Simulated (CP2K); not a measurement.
Consider isocyanoacetylene at its PBE geometry (Å).

```xyz
5

C     2.2263   -0.0789   -0.9953
N     1.1362   -0.0409   -0.5074
C    -0.0571    0.0006    0.0258
C    -1.1645    0.0413    0.5209
H    -2.1409    0.0778    0.9560
```

Method: CP2K XAS_TDP, all-electron GAPW, PBEh(45%), aug-cc-pVTZ, TDA, GW2X-corrected core level, no relativity.

Question: Where do the C K-edge lines lie, and how strong are they?

Leading lines: C1 286.36 eV, C3 286.76 eV and C4 285.24 eV. The leading line of an atom is its first one with 35 % of the strongest within 2.5 eV of its lowest line over the strength cut. Core ionisation energies at this level: C3 292.32, C4 291.01 and C1 293.60 eV.

The first six lines of each atom with a strength over 0.0015:

| atom | energy (eV) | states | strength, one atom | above the computed threshold |
| --- | --- | --- | --- | --- |
| C1 (bonded to N) | 286.36 | 2 | 0.1441 |  |
|  | 292.91 | 2 | 0.0047 |  |
|  | 293.51 | 2 | 0.0042 |  |
|  | 294.69 | 1 | 0.0021 | yes |
|  | 294.77 | 2 | 0.0086 | yes |
|  | 295.39 | 1 | 0.0056 | yes |
| C3 (bonded to C and N) | 286.76 | 2 | 0.0759 |  |
|  | 290.86 | 2 | 0.0454 |  |
|  | 291.74 | 1 | 0.0102 |  |
|  | 293.08 | 1 | 0.0081 | yes |
|  | 293.17 | 2 | 0.0127 | yes |
|  | 293.37 | 1 | 0.0022 | yes |
| C4 (bonded to C and H) | 285.24 | 2 | 0.0935 |  |
|  | 288.60 | 1 | 0.0059 |  |
|  | 289.27 | 1 | 0.0060 |  |
|  | 290.13 | 2 | 0.0138 |  |
|  | 290.59 | 2 | 0.0016 |  |
|  | 292.04 | 2 | 0.0111 | yes |

Lines are vertical, at one geometry, with no vibrational structure. GW2X ionisation energies and lines can be off by 1 to 2 eV either way, and a good line position may hide errors that cancel. These values hold no scalar relativity, about 0.1 eV for C 1s. Rydberg lines, and the discretised continuum above threshold, depend on the basis and the box.

[Banner, clock and machine lines of the logs are left out without a mark of their own.]

[Logs are printed without paths, hosts, clocks, repeated set-up lines and the standing remarks that a program may print on its own settings, such as how far it seeks lower states.]

[Hosts, paths, dates, database ids (printed as entryN), source tags and the programs' standing remarks are cut or masked in the printed files.]
